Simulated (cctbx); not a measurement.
# Diagnosing a refinement

Cell a = 5.5810 Å, b = 10.9680 Å, c = 4.1480 Å, α = 90.00°, β = 90.00°, γ = 90.00°; space group Pbam (no. 55).

The data are simulated with cctbx, not measured: Mo Kα, λ = 0.71073 Å, to d = 0.6 Å, 80 % of the full sphere, strongest reflection 5000 counts, noise from counting, a 6 % proportional error and a noise floor of 15 counts (s.d.); no absorption, and some extinction, which the refinements don't model.

An anisotropic refinement with weights 1/σ² prints:

```text
Rint 0.075, 680 unique reflections to 0.60 A
cycle     R1     wR2    GooF  max shift (A)
   1  0.0294  0.0682   1.235   0.01645
   3  0.0276  0.0631   1.141   0.00021
final R1 0.0277 wR2 0.0631 GooF 1.141  parameters 37  data/parameter 18.4
atom        x        y        z      Ueq    occ   su(xyz)  su(Uiso or U11)
Gd1    0.67811  0.13730  0.50000   0.0094  1.000  0.00007  0.0001
Fe1    0.50000  0.50000  0.00000   0.0167  1.000  0.00000  0.0008
B1     0.52988  0.31397  0.00000   0.0139  1.000  0.00195  0.0038
B2     0.29667  0.61353  0.29804   0.0176  1.000  0.00176  0.0029
B3     0.84238  0.29823  0.00000   0.0233  1.000  0.00237  0.0052
N1     0.86970  0.45603  0.00000   0.0360  1.000  0.00220  0.0065
difference map: max 3.10 min -2.92 rms 0.72
Q1    0.9911  0.0633  0.0000    4    3.20  0.70 A from Fe1
Q2    0.9970  0.1565  0.0000    4    3.10  0.37 A from B1
Q3    0.2126  0.6036  0.5000    4    2.75  0.97 A from B2
Q4    0.1277  0.1906  0.0000    4    2.75  0.55 A from B1
Q5    0.0675  0.1964  0.1473    8    2.73  0.66 A from B1
Q6    0.2212  0.9479  0.5000    4    2.52  1.09 A from Gd1
```

Q: Accept it or mend it, and why?

Mend it. The fault: elements exchanged: N1 is B and B1 is N. Against the right model at the same level, R1 goes from 0.0240 to 0.0277 and GooF from 0.92 to 1.14. N1 has 2 electrons too many and its U swells to shed them, as expected (near an absorption edge f′ can widen the mismatch well beyond the difference in Z); B1 has 2 electrons too few and its U shrinks to make up, as expected (near an absorption edge f′ can widen the mismatch well beyond the difference in Z). The signs are weak, and the output alone doesn't single this fault out.

The compound is Gd2FeB8N2. The right model at the same level gives:

```text
Rint 0.075, 680 unique reflections to 0.60 A
cycle     R1     wR2    GooF  max shift (A)
   1  0.0244  0.0518   0.938   0.00202
   2  0.0240  0.0508   0.920   0.00028
final R1 0.0240 wR2 0.0508 GooF 0.920  parameters 37  data/parameter 18.4
atom        x        y        z      Ueq    occ   su(xyz)  su(Uiso or U11)
Gd1    0.67815  0.13732  0.50000   0.0094  1.000  0.00005  0.0001
Fe1    0.50000  0.50000  0.00000   0.0167  1.000  0.00000  0.0006
N1     0.53099  0.31430  0.00000   0.0231  1.000  0.00150  0.0032
B1     0.29684  0.61362  0.29821   0.0177  1.000  0.00145  0.0023
B2     0.84280  0.29970  0.00000   0.0229  1.000  0.00189  0.0041
B3     0.86900  0.45617  0.00000   0.0209  1.000  0.00170  0.0042
difference map: max 3.12 min -3.04 rms 0.66
Q1    0.9921  0.0638  0.0000    4    3.22  0.70 A from Fe1
Q2    0.2107  0.6057  0.5000    4    2.71  0.97 A from B1
Q3    0.0585  0.6064  0.5000    4    2.48  1.36 A from Gd1
Q4    0.0588  0.3271  0.5000    4    2.42  0.77 A from Gd1
Q5    0.0046  0.2099  0.5000    4    2.41  1.74 A from B1
Q6    0.1191  0.8404  0.5000    4    2.37  1.16 A from Gd1
```

The model is made up (kin elements in a known structure type, no relaxation), so it says nothing on whether the phase exists.

[Middle refinement cycles are left out of these outputs.]

[Logs are printed without paths, hosts, clocks, repeated set-up lines and the standing remarks that a program may print on its own settings, such as how far it seeks lower states.]
